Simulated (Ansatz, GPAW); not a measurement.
# How RbZnCl3 (model structure) absorbs and reflects light, part 2 of 3

Aim: the dielectric function of RbZnCl3 (model structure), and the optical constants that follow from it. The cell was made here by substitution or stacking, whether or not such a phase is known. It was built so: All Cd replaced by Zn and Cs replaced by Rb in the Pm-3m structure of CsCdCl3. The cell is first relaxed with Ansatz.

GPAW 26.7.0; DFT, PBE, plane-wave PAW (GPAW data sets), scalar-relativistic, RPA, optical limit.

So far: Set-up; Relaxation.

### Step 3. Ground state

The self-consistent density comes first; it also tells whether there is a gap, which decides the occupations and the need for a Drude term.

This step: DFT, PBE, plane-wave PAW (GPAW data sets), scalar-relativistic, ground state (GPAW 26.7.0).

gs.py

```python
from ase import Atoms
from ase.dft.bandgap import bandgap
from gpaw import GPAW, PW, FermiDirac

atoms = Atoms(['Rb', 'Zn', 'Cl', 'Cl', 'Cl'],
              cell=[[5.007652597100, 0.000000000000, 0.000000000000],
                    [0.000000000000, 5.007652597100, 0.000000000000],
                    [0.000000000000, 0.000000000000, 5.007652597100]],
              scaled_positions=[[1.000000000000, 0.000000000000, 0.000000000000],
                                [0.500000000000, 0.500000000000, 0.500000000000],
                                [0.500000000000, 0.500000000000, 1.000000000000],
                                [0.500000000000, 1.000000000000, 0.500000000000],
                                [0.000000000000, 0.500000000000, 0.500000000000]],
              pbc=[True, True, True])
atoms.calc = GPAW(mode=PW(500), xc='PBE', kpts={'size': (5, 5, 5), 'gamma': True},
                  occupations=FermiDirac(0.05), maxiter=150, txt='gs.txt')
print('energy (eV)', atoms.get_potential_energy())
print('Fermi level (eV)', atoms.calc.get_fermi_level())
print('valence electrons', atoms.calc.get_number_of_electrons())
print('gap (eV)', bandgap(atoms.calc, output=None)[0])
print('direct gap (eV)', bandgap(atoms.calc, direct=True, output=None)[0])
atoms.calc.write('gs.gpw')
```

Run with:

```console
OMP_NUM_THREADS=1 python gs.py
```

Numbers of over 12 decimals in the logs are rounded to 6 here.

Output:

```text
__  _  _
 | _ |_)|_||  |
 |__||  | ||/\| - 26.7.0

Versions:
  Python: 3.12.14
  ASE:    3.29.0
  Numpy:  2.5.5
  Scipy:  1.18.1
  Libxc:  7.0.0

Input parameters:
  mode=PW(ecut=500.0),
  kpts=MonkhorstPack(size=(5, 5, 5), gamma=True),
  maxiter=150,
  occupations=Occupations(name='fermi-dirac', width=0.05, fixmagmom=False),
  xc=XC(name='PBE')

Diagonalizing LCAO Hamiltonian
Converting LCAO to pw mode
    .-----------.
   /|           |
  / |           |
 *  |           |
 |  |           |
 | Cl    Zn     |
 |  .--Cl-------.
 | /     Cl    /
 |/           /
 Rb----------*

Atoms  # Å, Bohr magnetons
|   | symbol |        x |        y |        z |    initial magnetic moments |
| 0 |     Rb | 5.007653 | 0.000000 | 0.000000 | ( 0.0000,  0.0000,  0.0000) |
| 1 |     Zn | 2.503826 | 2.503826 | 2.503826 | ( 0.0000,  0.0000,  0.0000) |
| 2 |     Cl | 2.503826 | 2.503826 | 5.007653 | ( 0.0000,  0.0000,  0.0000) |
| 3 |     Cl | 2.503826 | 5.007653 | 2.503826 | ( 0.0000,  0.0000,  0.0000) |
| 4 |     Cl | 0.000000 | 2.503826 | 2.503826 | ( 0.0000,  0.0000,  0.0000) |

Unit cell  # Å
| periodic |        x |        y |        z |  lengths |    angles |
|      yes | 5.007653 | 0.000000 | 0.000000 | 5.007653 | 90.000000 |
|      yes | 0.000000 | 5.007653 | 0.000000 | 5.007653 | 90.000000 |
|      yes | 0.000000 | 0.000000 | 5.007653 | 5.007653 | 90.000000 |

Number of symmetries: 48
Symmetry operations  # r_c * U_cc + t_c -> r_c
|    | kind |            matrix            |
|  0 |  E   |  1, 0, 0,  0, 1, 0,  0, 0, 1 |
|  1 |  σ   |  1, 0, 0,  0, 1, 0,  0, 0,-1 |
|  2 |  σ   |  1, 0, 0,  0, 0, 1,  0, 1, 0 |
|  3 |  C4  |  1, 0, 0,  0, 0, 1,  0,-1, 0 |
|  4 |  C4  |  1, 0, 0,  0, 0,-1,  0, 1, 0 |
|  5 |  σ   |  1, 0, 0,  0, 0,-1,  0,-1, 0 |
|  6 |  σ   |  1, 0, 0,  0,-1, 0,  0, 0, 1 |
|  7 |  C2  |  1, 0, 0,  0,-1, 0,  0, 0,-1 |
|  8 |  σ   |  0, 1, 0,  1, 0, 0,  0, 0, 1 |
|  9 |  C2  |  0, 1, 0,  1, 0, 0,  0, 0,-1 |
| 10 |  C3  |  0, 1, 0,  0, 0, 1,  1, 0, 0 |
| 11 |  S6  |  0, 1, 0,  0, 0, 1, -1, 0, 0 |
| 12 |  S6  |  0, 1, 0,  0, 0,-1,  1, 0, 0 |
| 13 |  C3  |  0, 1, 0,  0, 0,-1, -1, 0, 0 |
| 14 |  C4  |  0, 1, 0, -1, 0, 0,  0, 0, 1 |
| 15 |  S4  |  0, 1, 0, -1, 0, 0,  0, 0,-1 |
| 16 |  C3  |  0, 0, 1,  1, 0, 0,  0, 1, 0 |
| 17 |  S6  |  0, 0, 1,  1, 0, 0,  0,-1, 0 |
| 18 |  σ   |  0, 0, 1,  0, 1, 0,  1, 0, 0 |
| 19 |  C4  |  0, 0, 1,  0, 1, 0, -1, 0, 0 |
| 20 |  C2  |  0, 0, 1,  0,-1, 0,  1, 0, 0 |
| 21 |  S4  |  0, 0, 1,  0,-1, 0, -1, 0, 0 |
| 22 |  S6  |  0, 0, 1, -1, 0, 0,  0, 1, 0 |
| 23 |  C3  |  0, 0, 1, -1, 0, 0,  0,-1, 0 |
| 24 |  S6  |  0, 0,-1,  1, 0, 0,  0, 1, 0 |
| 25 |  C3  |  0, 0,-1,  1, 0, 0,  0,-1, 0 |
| 26 |  C4  |  0, 0,-1,  0, 1, 0,  1, 0, 0 |
| 27 |  σ   |  0, 0,-1,  0, 1, 0, -1, 0, 0 |
| 28 |  S4  |  0, 0,-1,  0,-1, 0,  1, 0, 0 |
| 29 |  C2  |  0, 0,-1,  0,-1, 0, -1, 0, 0 |
| 30 |  C3  |  0, 0,-1, -1, 0, 0,  0, 1, 0 |
| 31 |  S6  |  0, 0,-1, -1, 0, 0,  0,-1, 0 |
| 32 |  C4  |  0,-1, 0,  1, 0, 0,  0, 0, 1 |
| 33 |  S4  |  0,-1, 0,  1, 0, 0,  0, 0,-1 |
| 34 |  S6  |  0,-1, 0,  0, 0, 1,  1, 0, 0 |
| 35 |  C3  |  0,-1, 0,  0, 0, 1, -1, 0, 0 |
| 36 |  C3  |  0,-1, 0,  0, 0,-1,  1, 0, 0 |
| 37 |  S6  |  0,-1, 0,  0, 0,-1, -1, 0, 0 |
| 38 |  σ   |  0,-1, 0, -1, 0, 0,  0, 0, 1 |
| 39 |  C2  |  0,-1, 0, -1, 0, 0,  0, 0,-1 |
| 40 |  σ   | -1, 0, 0,  0, 1, 0,  0, 0, 1 |
| 41 |  C2  | -1, 0, 0,  0, 1, 0,  0, 0,-1 |
| 42 |  C2  | -1, 0, 0,  0, 0, 1,  0, 1, 0 |
| 43 |  S4  | -1, 0, 0,  0, 0, 1,  0,-1, 0 |
| 44 |  S4  | -1, 0, 0,  0, 0,-1,  0, 1, 0 |
| 45 |  C2  | -1, 0, 0,  0, 0,-1,  0,-1, 0 |
| 46 |  C2  | -1, 0, 0,  0,-1, 0,  0, 0, 1 |
| 47 |  i   | -1, 0, 0,  0,-1, 0,  0, 0,-1 |

BZ-sampling:
  Number of BZ points: 125
  Number of IBZ points: 10

  Monkhorst-Pack size: [5, 5, 5]
  Monkhorst-Pack shift: [0, 0, 0]

K-points  # in reciprocal-cell coordinates
|   |                                coordinates |     weight |
| 0 | (  0.00000000,   0.00000000,   0.00000000) | 0.00800000 |
| 1 | (  0.20000000,   0.00000000,   0.00000000) | 0.04800000 |
| 2 | (  0.20000000,   0.20000000,   0.00000000) | 0.09600000 |
| 3 | (  0.20000000,   0.20000000,   0.20000000) | 0.06400000 |
| 4 | (  0.40000000,   0.00000000,   0.00000000) | 0.04800000 |
| 5 | (  0.40000000,   0.20000000,   0.00000000) | 0.19200000 |
| 6 | (  0.40000000,   0.20000000,   0.20000000) | 0.19200000 |
| 7 | (  0.40000000,   0.40000000,   0.00000000) | 0.09600000 |
| 8 | (  0.40000000,   0.40000000,   0.20000000) | 0.19200000 |
| 9 | (  0.40000000,   0.40000000,   0.40000000) | 0.06400000 |

Plane wave coefficients: 3199
Cutoff: 500.0 eV

Spin-components: 1 (collinear spins)
Bands:           26
Projectors:      26
Spin-degeneracy: 2
Datatype:        complex128

Parallelization:
  kpt:    1
  domain: 1
  band:   1

Density:
  Valence electrons: 42.0
  Components: 1
  Grid points: [27 27 27]
  Charge: 0.0  # |e|

Potential:
  Grid points: [27 27 27]

species:
  Rb:
    name:    Rubidium
    id:
    Z:       37.0
    valence: 9
    core:    28
    charge:  0.0  # [|e|]
    compensation charges:
      type: gauss
      rc: 0.38  # [Å]
      lmax: 2
    cutoffs:
      filter: 2.43  # [Å]
      core: 1.99  # [Å]
    projectors
    | kind |    occ | energy [eV] | rcut [Å] |
    |   4s |  2.000 |     -31.879 |    1.376 |
    |   5s |  1.000 |      -2.231 |    1.376 |
    |   4p |  6.000 |     -15.966 |    1.270 |
    |    p |        |      11.245 |    1.270 |
    |    d |        |       0.000 |    1.217 |

    Using partial waves for Rb as LCAO basis

  Zn:
    name:    Zinc
    id:
    Z:       30.0
    valence: 12
    core:    18
    charge:  0.0  # [|e|]
    compensation charges:
      type: gauss
      rc: 0.37  # [Å]
      lmax: 2
    cutoffs:
      filter: 2.14  # [Å]
      core: 2.28  # [Å]
    projectors
    | kind |    occ | energy [eV] | rcut [Å] |
    |   4s |  2.000 |      -5.977 |    1.286 |
    |   4p |  0.000 |      -1.117 |    1.270 |
    |   3d | 10.000 |     -10.142 |    1.180 |
    |    s |        |      21.234 |    1.286 |
    |    p |        |      26.095 |    1.270 |
    |    d |        |      17.070 |    1.180 |

    Using partial waves for Zn as LCAO basis

  Cl:
    name:    Chlorine
    id:
    Z:       17.0
    valence: 7
    core:    10
    charge:  0.0  # [|e|]
    compensation charges:
      type: gauss
      rc: 0.25  # [Å]
      lmax: 2
    cutoffs:
      filter: 1.40  # [Å]
      core: 1.49  # [Å]
    projectors
    | kind |    occ | energy [eV] | rcut [Å] |
    |   3s |  2.000 |     -20.689 |    0.794 |
    |   3p |  5.000 |      -8.594 |    0.794 |
    |    s |        |       6.523 |    0.794 |
    |    p |        |      18.617 |    0.794 |
    |    d |        |       0.000 |    0.794 |

    Using partial waves for Cl as LCAO basis

Reference energy: -167629.527263  # eV

eigensolver:
  PPCG
  Converge bands: occupied
  niter=2

density mixing:
  MSR1-Mixer
  Pratt-step length: 0.05
  Maximum mixing coefficient: 0.75
  Old densities: 10
  SVD Regularization: 0.005
  Good broyden scale: 1.0
  Trust region scale: 1.0
  Backstep threshold: 4.0
  History deletion threshold: 6.0
  Fourier metric: weight=20.0, sigma=0.015

occupation numbers:
  Fermi-Dirac:
    width: 0.0500  # eV

poisson solver:
  ecut: 4000.0  # eV

xc functional:
  name: PBE with 2 nearest neighbor stencil

convergence criteria:
- Maximum [total energy] change in last 3 cyles: 0.0005 eV / valence electron
- Maximum integral of absolute [dens]ity change: 0.0001 electrons / valence electron
- Maximum integral of absolute [eigenst]ate change: 4e-08 eV^2 / valence electron
maximum number of iterations: 150

SCF iterations
|iter     |      energy | eigst |  dens |
|iter:   1||  -15.412609 | -0.25 |       |
|iter:   2||  -15.270669 | -1.29 | -1.28 |
|iter:   3||  -14.604642 | -0.84 | -1.32 |
|iter:   4||  -14.606365 | -1.59 | -1.97 |
|iter:   5||  -14.608462c| -3.68 | -2.47 |
|iter:   6||  -14.608615c| -4.53 | -3.08 |
|iter:   7||  -14.608619c| -4.99 | -3.73 |
|iter:   8||  -14.608625c| -5.28 | -3.99 |
|iter:   9||  -14.608625c| -5.86 | -4.56c|
|iter:  10||  -14.608625c| -6.42 | -5.26c|
|iter:  11||  -14.608625c| -7.56c| -5.76c|

Converged in 11 steps
SCF loop duration: 13.733 s (1.248 s/step)
Energy contributions relative to reference atoms: (reference = -167629.527263)

Energy contributions:
  Kinetic:          23.875453
  Coulomb:         -21.220602
  Zero:             -0.018887
  External:          0.000000
  Xc:              -17.244588
  Entropy:          -0.000000
  Spinorbit:         0.000000
  ----------------------------
  Free energy:     -14.608625
  Extrapolated:    -14.608625

dipole moment: (-37.937158, -37.937158, -37.937158)  # |e|*Ang

Fermi level: 2.144
Eigenvalues  # (at kpt = [0.000, 0.000, 0.000])
| band index |      eig [eV] | occ [0-2] |
|          0 |       -22.770 |     2.000 |
|        ... |               |           |
|         13 |        -1.637 |     2.000 |
|         14 |        -1.637 |     2.000 |
|         15 |         0.660 |     2.000 |
|         16 |         0.660 |     2.000 |
|         17 |         0.660 |     2.000 |
|         18 |         0.970 |     2.000 |
|         19 |         0.970 |     2.000 |
|         20 |         0.970 |     2.000 |
|         21 |         2.783 |     0.000 |
|         22 |         7.224 |     0.000 |
|         23 |         9.326 |     0.000 |
|         24 |         9.326 |     0.000 |
|         25 |         9.326 |     0.000 |

Gap: 1.475 eV
Transition (v -> c):
  (s=0, k=9, n=20, [0.40, 0.40, 0.40]) -> (s=0, k=0, n=21, [0.00, 0.00, 0.00])
Direct/indirect transitions are different
Direct gap: 1.813 eV
Transition at: (s=0, k=0, n=20, [0.00, 0.00, 0.00])

--- standard output ---
energy (eV) -14.608625
Fermi level (eV) 2.143679
valence electrons 42.0
gap (eV) 1.474943
direct gap (eV) 1.812778
```

Elapsed: 15 s, on 1 thread of Arm Neoverse V2, shared host; peak memory 0.17 GiB.

Numbers from this step:

```
energy                 : -14.61 eV
Fermi energy           : 2.144 eV
gap on the k-mesh      : 1.475 eV
direct gap on the mesh : 1.813 eV
electrons              : 42
```

There is a gap, 1.47 eV on this mesh (points off the mesh can give less), so no carriers' term is needed.

### Step 4. Bands for the response

The response needs many more empty bands than the density does.

This step: DFT, PBE, plane-wave PAW (GPAW data sets), scalar-relativistic, bands at fixed density (GPAW 26.7.0).

nscf.py

```python
from ase.dft.bandgap import bandgap
from gpaw import GPAW, FermiDirac

calc = GPAW('gs.gpw').fixed_density(kpts={'size': (6, 6, 6), 'gamma': True}, nbands=68, convergence={'bands': 62},
                                    occupations=FermiDirac(0.001), txt='nscf.txt')
print('gap (eV)', bandgap(calc, output=None)[0])
print('direct gap (eV)', bandgap(calc, direct=True, output=None)[0])
print('top band over the Fermi level (eV)', min(calc.get_eigenvalues(kpt=k)[61] for k in range(len(calc.get_ibz_k_points()))) - calc.get_fermi_level())
calc.write('full.gpw', mode='all')
```

Run with:

```console
OMP_NUM_THREADS=1 python nscf.py
```

Output:

```text
Diagonalizing LCAO Hamiltonian
Converting LCAO to pw mode
convergence criteria:
- Maximum integral of absolute [eigenst]ate change: 4e-08 eV^2 / valence electron
maximum number of iterations: 150

SCF iterations
|iter     |      energy | eigst |  dens |
|iter:   1||             | +3.73 |       |
|iter:   2||             | +2.48 |       |
|iter:   3||             | +1.57 |       |
|iter:   4||             | +0.85 |       |
|iter:   5||             | +0.14 |       |
|iter:   6||             | -0.22 |       |
|iter:   7||             | -0.76 |       |
|iter:   8||             | -1.24 |       |
|iter:   9||             | -1.80 |       |
|iter:  10||             | -2.33 |       |
|iter:  11||             | -2.90 |       |
|iter:  12||             | -3.47 |       |
|iter:  13||             | -4.04 |       |
|iter:  14||             | -4.67 |       |
|iter:  15||             | -5.26 |       |
|iter:  16||             | -5.77 |       |
|iter:  17||             | -6.24 |       |
|iter:  18||             | -6.57 |       |
|iter:  19||             | -6.87 |       |
|iter:  20||             | -7.11 |       |
|iter:  21||             | -7.38 |       |
|iter:  22||             | -7.53c|       |
SCF steps: 22
  __  _  _
 | _ |_)|_||  |
 |__||  | ||/\| - 26.7.0

Versions:
  Python: 3.12.14
  ASE:    3.29.0
  Numpy:  2.5.5
  Scipy:  1.18.1
  Libxc:  7.0.0

Input parameters:
  mode=PW(ecut=500.0),
  convergence={'bands': 62},
  gpts=array([27, 27, 27]),
  kpts=MonkhorstPack(size=(6, 6, 6), gamma=True),
  maxiter=150,
  nbands=68,
  occupations=Occupations(name='fermi-dirac', width=0.001, fixmagmom=False),
  parallel={},
  xc=XC(name='PBE')

--- standard output ---
gap (eV) 1.396807
direct gap (eV) 1.812778
top band over the Fermi level (eV) 23.188263
```

It took 2.1 min on 1 thread; peak memory 0.26 GiB.

Numbers from this step:

```
gap on the k-mesh : 1.397 eV
```

(Continued in part 3 of 3.)

[Machine, clock and banner lines and Python warnings are left out of the logs.]

[Logs are printed without paths, hosts, clocks, repeated set-up lines and the standing remarks that a program may print on its own settings, such as how far it seeks lower states.]

[Hosts, paths, dates, database ids (printed as entryN), source tags and the programs' standing remarks are cut or masked in the printed files.]
